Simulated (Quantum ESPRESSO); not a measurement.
# Ta (P6_3/mmc): from the cell to the phonon bands

How does Ta (P6_3/mmc) vibrate, and is this structure a minimum?

Main program and level: Quantum ESPRESSO 7.5; DFT LDA, scalar-relativistic, plane waves, PseudoDojo norm-conserving pseudopotentials.

This is not the structure that Ta takes at ambient pressure and room temperature (bcc); it is a model or a phase of other conditions.

**1. The starting structure**

It takes space group P6_3/mmc (No. 194, hexagonal). The conventional cell has a = 2.900 Å, b = 2.900 Å, c = 5.166 Å, α = 90.00°, β = 90.00°, γ = 120.00°. Nearest to Ta lie 12 Ta at 2.90 to 3.08 Å.

Coordinates:

```
CELL_PARAMETERS angstrom
2.90037 0.00000 0.00000
-1.45019 2.51180 0.00000
0.00000 0.00000 5.16627
ATOMIC_POSITIONS crystal
Ta 0.66667 0.33333 0.75000
Ta 0.33333 0.66667 0.25000
```

**2. A first look**

A cheap run with smearing and empty bands tells whether the crystal has a gap, which decides between fixed occupations and smearing later on.

probe.in

```
&control
   calculation = 'scf'
   prefix = 'x'
   outdir = './tmp'
   pseudo_dir = './pseudo'
   tprnfor = .true.
   tstress = .true.
   verbosity = 'high'
/
&system
   ibrav = 4
   celldm(1) = 5.48090887
   celldm(3) = 1.78124526
   nat = 2
   ntyp = 1
   ecutwfc = 64.0
   occupations = 'smearing'
   smearing = 'gaussian'
   degauss = 0.01
/
&electrons
   conv_thr = 1.0d-07
   mixing_beta = 0.7
   electron_maxstep = 100
/
ATOMIC_SPECIES
 Ta    180.9479  Ta.upf
ATOMIC_POSITIONS crystal
 Ta     0.666666670   0.333333330   0.750000000
 Ta     0.333333330   0.666666670   0.250000000
K_POINTS automatic
 9 9 4 0 0 0
```

Run with:

```sh
$ OMP_NUM_THREADS=1 mpirun -n 4 pw.x -nk 4 -in probe.in > probe.out
```

Log:

```text
[banners, grids, parts of the stress and lines that vanish by symmetry left out]
Program PWSCF v.7.5
     bravais-lattice index     =            4
     lattice parameter (alat)  =       5.4809  a.u.
[...]
kinetic-energy cutoff     =      64.0000  Ry
     charge density cutoff     =     256.0000  Ry
     scf convergence threshold =      1.0E-07
[...]
Exchange-correlation= SLA  PW   NOGX NOGC
                           (   1   4   0   0   0   0   0)
[...]
24 Sym. Ops., with inversion, found (12 have fractional translation)
[...]
(     0          1          0      )
                  (     0          0          1      )
[...]
(  0.0000000  1.0000000  0.0000000 )
                  (  0.0000000  0.0000000  1.0000000 )
[...]
(     0         -1          0      )       (  0.0000000 )
[...]
(  0.0000000  0.0000000  1.0000000 )
[...]
(    -1          0          0      )
                  (     0          0          1      )
[...]
( -0.8660254 -0.5000000  0.0000000 )
                  (  0.0000000  0.0000000  1.0000000 )
[...]
number of k points=    36  Gaussian smearing, width (Ry)=  0.0100
[...]
End of self-consistent calculation
[...]
the Fermi energy is    17.5917 ev
!    total energy              =    -260.60381998 Ry
[...]
convergence has been achieved in   5 iterations
[...]
atom    1 type  1   force =     0.00000000    0.00000000    0.00000000
     atom    2 type  1   force =     0.00000000    0.00000000    0.00000000
[...]
Total force =     0.000000     Total SCF correction =     0.000000
[...]
total   stress  (Ry/bohr**3)                   (kbar)     P=     -128.81
[...]
XML data file, charge density, pseudopotentials, collected wavefunctions

   JOB DONE.
```

Elapsed: 4.2 s, on 4 MPI ranks of Arm Neoverse V2, shared host; 16 s of CPU time.

Numbers from this step:

```
volume per atom   : 18.82 Å³
pressure          : -12.88 GPa
gap on the k-mesh : 0 eV
```

No gap opens on this mesh, so smearing is kept; the start stands at -13 GPa.

**3. Relaxing the cell and atoms**

The relaxation runs at a cutoff a fifth above that of the response, since stress converges more slowly with the basis than frequencies do. Forces and stress are brought to rest with tight thresholds.

relax.in

```
&control
   calculation = 'vc-relax'
   prefix = 'x'
   outdir = './tmp'
   pseudo_dir = './pseudo'
   tprnfor = .true.
   tstress = .true.
   forc_conv_thr = 2.0d-05
   etot_conv_thr = 1.0d-07
   nstep = 40
/
&system
   ibrav = 4
   celldm(1) = 5.48090887
   celldm(3) = 1.78124526
   nat = 2
   ntyp = 1
   ecutwfc = 77
   occupations = 'smearing'
   smearing = 'mv'
   degauss = 0.02
/
&electrons
   conv_thr = 1.0d-11
   mixing_beta = 0.7
   electron_maxstep = 100
/
&ions
/
&cell
   press_conv_thr = 0.2
/
ATOMIC_SPECIES
 Ta    180.9479  Ta.upf
ATOMIC_POSITIONS crystal
 Ta     0.666666670   0.333333330   0.750000000
 Ta     0.333333330   0.666666670   0.250000000
K_POINTS automatic
 15 15 8 0 0 0
```

Run with:

```sh
$ OMP_NUM_THREADS=1 mpirun -n 4 pw.x -nk 4 -in relax.in > relax.out
```

Log:

```text
[banners, grids, parts of the stress and lines that vanish by symmetry left out]
[banner, memory and clock lines left out]
Program PWSCF v.7.5

[...]
kinetic-energy cutoff     =      77.0000  Ry
     charge density cutoff     =     308.0000  Ry
     scf convergence threshold =      1.0E-11
[...]
energy convergence thresh.=      1.0E-07
     force convergence thresh. =      2.0E-05
     press convergence thresh. =      2.0E-01
     Exchange-correlation= SLA  PW   NOGX NOGC
                           (   1   4   0   0   0   0   0)
[...]
24 Sym. Ops., with inversion, found (12 have fractional translation)
[...]
number of k points=   135  Marzari-Vanderbilt smearing, width (Ry)=  0.0200
[...]
End of self-consistent calculation
[...]
the Fermi energy is    17.5856 ev
!    total energy              =    -260.60278474 Ry
[...]
convergence has been achieved in   9 iterations
[...]
atom    1 type  1   force =     0.00000000    0.00000000    0.00000000
     atom    2 type  1   force =     0.00000000    0.00000000    0.00000000
     Total force =     0.000000     Total SCF correction =     0.000000
[...]
total   stress  (Ry/bohr**3)                   (kbar)     P=     -129.97
[...]
number of bfgs steps    =   0
[...]
CELL_PARAMETERS (alat=  5.48090887)
[...]
ATOMIC_POSITIONS (crystal)
Ta               0.6666666700        0.3333333300        0.7500000000
Ta               0.3333333300        0.6666666700        0.2500000000
[...]
New effective cutoffs (rho, wfc):  322.17   80.71
[...]
End of self-consistent calculation
[...]
the Fermi energy is    18.9872 ev
!    total energy              =    -260.61084035 Ry
[...]
convergence has been achieved in   7 iterations
[...]
atom    1 type  1   force =     0.00000000   -0.00000000    0.00000000
     atom    2 type  1   force =    -0.00000000    0.00000000    0.00000000
     Total force =     0.000000     Total SCF correction =     0.000000
[...]
total   stress  (Ry/bohr**3)                   (kbar)     P=       -6.33
[...]
number of bfgs steps    =   1
[...]
CELL_PARAMETERS (alat=  5.48090887)
[...]
ATOMIC_POSITIONS (crystal)
Ta               0.6666666700        0.3333333300        0.7500000000
Ta               0.3333333300        0.6666666700        0.2500000000
[...]
New effective cutoffs (rho, wfc):  322.88   80.89
[...]
End of self-consistent calculation
[...]
the Fermi energy is    19.0587 ev
!    total energy              =    -260.61085563 Ry
[...]
convergence has been achieved in   6 iterations
[...]
atom    1 type  1   force =     0.00000000   -0.00000000   -0.00000000
     atom    2 type  1   force =    -0.00000000    0.00000000   -0.00000000
     Total force =     0.000000     Total SCF correction =     0.000000
[...]
total   stress  (Ry/bohr**3)                   (kbar)     P=        0.62
[...]
number of bfgs steps    =   2
[...]
CELL_PARAMETERS (alat=  5.48090887)
[...]
ATOMIC_POSITIONS (crystal)
[...]
New effective cutoffs (rho, wfc):  322.81   80.87
[...]
End of self-consistent calculation
[...]
the Fermi energy is    19.0526 ev
!    total energy              =    -260.61085584 Ry
[...]
convergence has been achieved in   5 iterations
[...]
atom    1 type  1   force =     0.00000000    0.00000000   -0.00000000
     atom    2 type  1   force =    -0.00000000   -0.00000000    0.00000000
     Total force =     0.000000     Total SCF correction =     0.000000
[...]
total   stress  (Ry/bohr**3)                   (kbar)     P=       -0.01
[...]
number of bfgs steps    =   3
[...]
CELL_PARAMETERS (alat=  5.48090887)
[...]
ATOMIC_POSITIONS (crystal)
[...]
New effective cutoffs (rho, wfc):  322.79   80.86
[...]
End of self-consistent calculation
[...]
the Fermi energy is    19.0522 ev
!    total energy              =    -260.61085587 Ry
[...]
convergence has been achieved in   5 iterations
[...]
atom    1 type  1   force =     0.00000000   -0.00000000   -0.00000000
     atom    2 type  1   force =    -0.00000000    0.00000000    0.00000000
     Total force =     0.000000     Total SCF correction =     0.000000
[...]
total   stress  (Ry/bohr**3)                   (kbar)     P=       -0.06
[...]
number of bfgs steps    =   4
[...]
CELL_PARAMETERS (alat=  5.48090887)
[...]
ATOMIC_POSITIONS (crystal)
[...]
New effective cutoffs (rho, wfc):  322.79   80.86
[...]
End of self-consistent calculation
[...]
the Fermi energy is    19.0528 ev
!    total energy              =    -260.61085589 Ry
[...]
convergence has been achieved in   5 iterations
[...]
atom    1 type  1   force =     0.00000000   -0.00000000    0.00000000
     atom    2 type  1   force =    -0.00000000    0.00000000   -0.00000000
     Total force =     0.000000     Total SCF correction =     0.000000
[...]
total   stress  (Ry/bohr**3)                   (kbar)     P=       -0.02
[...]
bfgs converged in   6 scf cycles and   5 bfgs steps
[...]
End of BFGS Geometry Optimization
     Final enthalpy           =    -260.6108558865 Ry
     File ./tmp/x.bfgs deleted, as requested
[...]
CELL_PARAMETERS (alat=  5.48090887)
[...]
ATOMIC_POSITIONS (crystal)
Ta               0.6666666700        0.3333333300        0.7500000000
Ta               0.3333333300        0.6666666700        0.2500000000
[...]
Final scf calculation at the relaxed structure.
[...]
kinetic-energy cutoff     =      77.0000  Ry
     charge density cutoff     =     308.0000  Ry
     scf convergence threshold =      1.0E-13
[...]
press convergence thresh. =      2.0E-01
     Exchange-correlation= SLA  PW   NOGX NOGC
                           (   1   4   0   0   0   0   0)
[...]
24 Sym. Ops., with inversion, found (12 have fractional translation)
[...]
number of k points=   135  Marzari-Vanderbilt smearing, width (Ry)=  0.0200
[...]
c_bands:  1 eigenvalues not converged
     c_bands:  1 eigenvalues not converged
     c_bands:  1 eigenvalues not converged
     c_bands:  1 eigenvalues not converged
     c_bands:  1 eigenvalues not converged
     c_bands:  1 eigenvalues not converged
[...]
End of self-consistent calculation
[...]
the Fermi energy is    19.0528 ev
!    total energy              =    -260.61085026 Ry
[...]
convergence has been achieved in  10 iterations
[...]
atom    1 type  1   force =     0.00000000    0.00000000   -0.00000000
     atom    2 type  1   force =    -0.00000000   -0.00000000    0.00000000
     Total force =     0.000000     Total SCF correction =     0.000000
[...]
total   stress  (Ry/bohr**3)                   (kbar)     P=       -0.03
[...]
XML data file, charge density, pseudopotentials, collected wavefunctions
```

It took 2.1 min on 4 MPI ranks.

Relaxation path:

```
step  energy less that of the first step (eV)  largest force (eV/Å)  pressure (GPa)  volume (Å³)
   1                                   0.0000                0.0000          -13.00        37.64
   2                                  -0.1096                0.0000           -0.63        35.20
   3                                  -0.1098                0.0000            0.06        35.08
   4                                  -0.1098                0.0000            0.00        35.09
   5                                  -0.1098                0.0000           -0.01        35.09
   6                                  -0.1098                0.0000            0.00        35.09
   7                                  -0.1097                0.0000            0.00        35.09
```

```
conventional cell, symmetrised  before  after  change
                         a (Å)   2.900  2.830  -2.4 %
                         b (Å)   2.900  2.830  -2.4 %
                         c (Å)   5.166  5.059  -2.1 %
              volume (Å³/atom)   18.82  17.55  -6.8 %
```

Final coordinates:

```cif
data_structure
_symmetry_space_group_name_H-M 'P 1'
_symmetry_Int_Tables_number 1
_cell_length_a 2.8302
_cell_length_b 2.8302
_cell_length_c 5.0587
_cell_angle_alpha 90.000
_cell_angle_beta 90.000
_cell_angle_gamma 120.000
_cell_volume 35.09
loop_
_atom_site_label
_atom_site_type_symbol
_atom_site_fract_x
_atom_site_fract_y
_atom_site_fract_z
_atom_site_occupancy
Ta1 Ta 0.66667 0.33333 0.75000 1
Ta2 Ta 0.33333 0.66667 0.25000 1
```

The last row of the table of steps is pw.x's closing run on a basis chosen anew for the final cell, so its energy can jump.

This step gave:

| Quantity | Value |
| --- | --- |
| volume per atom | 17.55 Å³ |
| pressure | -0.003000 GPa |

The volume changes by -6.8 % from the cell with which this run began.

**4. Ground state**

The response is built on this ground state, so it is converged far tighter than an energy would need. Smearing stays on, as the first look found no gap above 0.3 eV.

scf.in

```
&control
   calculation = 'scf'
   prefix = 'x'
   outdir = './tmp'
   pseudo_dir = './pseudo'
   tprnfor = .true.
   tstress = .true.
/
&system
   ibrav = 4
   celldm(1) = 5.34827666
   celldm(3) = 1.78739562
   nat = 2
   ntyp = 1
   ecutwfc = 64.0
   occupations = 'smearing'
   smearing = 'mv'
   degauss = 0.02
/
&electrons
   conv_thr = 1.0d-12
   mixing_beta = 0.7
   electron_maxstep = 100
/
ATOMIC_SPECIES
 Ta    180.9479  Ta.upf
ATOMIC_POSITIONS crystal
 Ta     0.666666667   0.333333333   0.750000000
 Ta     0.333333333   0.666666667   0.250000000
K_POINTS automatic
 16 16 8 0 0 0
```

Run with:

```sh
$ OMP_NUM_THREADS=1 mpirun -n 4 pw.x -nk 4 -in scf.in > scf.out
```

Log:

```text
[banners, grids, parts of the stress and lines that vanish by symmetry left out]
[banner, memory and clock lines left out]
Program PWSCF v.7.5

[...]
kinetic-energy cutoff     =      64.0000  Ry
     charge density cutoff     =     256.0000  Ry
     scf convergence threshold =      1.0E-12
[...]
Exchange-correlation= SLA  PW   NOGX NOGC
                           (   1   4   0   0   0   0   0)
[...]
24 Sym. Ops., with inversion, found (12 have fractional translation)
[...]
number of k points=   150  Marzari-Vanderbilt smearing, width (Ry)=  0.0200
[...]
c_bands:  1 eigenvalues not converged
[...]
End of self-consistent calculation
[...]
the Fermi energy is    19.0623 ev
!    total energy              =    -260.61060467 Ry
[...]
convergence has been achieved in   9 iterations
[...]
atom    1 type  1   force =    -0.00000000   -0.00000000    0.00000000
     atom    2 type  1   force =     0.00000000    0.00000000    0.00000000
     Total force =     0.000000     Total SCF correction =     0.000000
[...]
total   stress  (Ry/bohr**3)                   (kbar)     P=       -0.45
[...]
XML data file, charge density, pseudopotentials, collected wavefunctions
```

Wall time 22 s (4 MPI ranks); 87 s of CPU time.

Numbers from this step:

```
pressure : -0.04500 GPa
```

The cell stands at -0.045 GPa, close enough for phonons.

(Continued in part 2 of 3.)

[Host names and launcher messages were left out of these logs when they were recorded.]

[Logs are printed without paths, hosts, clocks, repeated set-up lines and the standing remarks that a program may print on its own settings, such as how far it seeks lower states.]

[Hosts, paths, dates, database ids (printed as entryN), source tags and the programs' standing remarks are cut or masked in the printed files.]
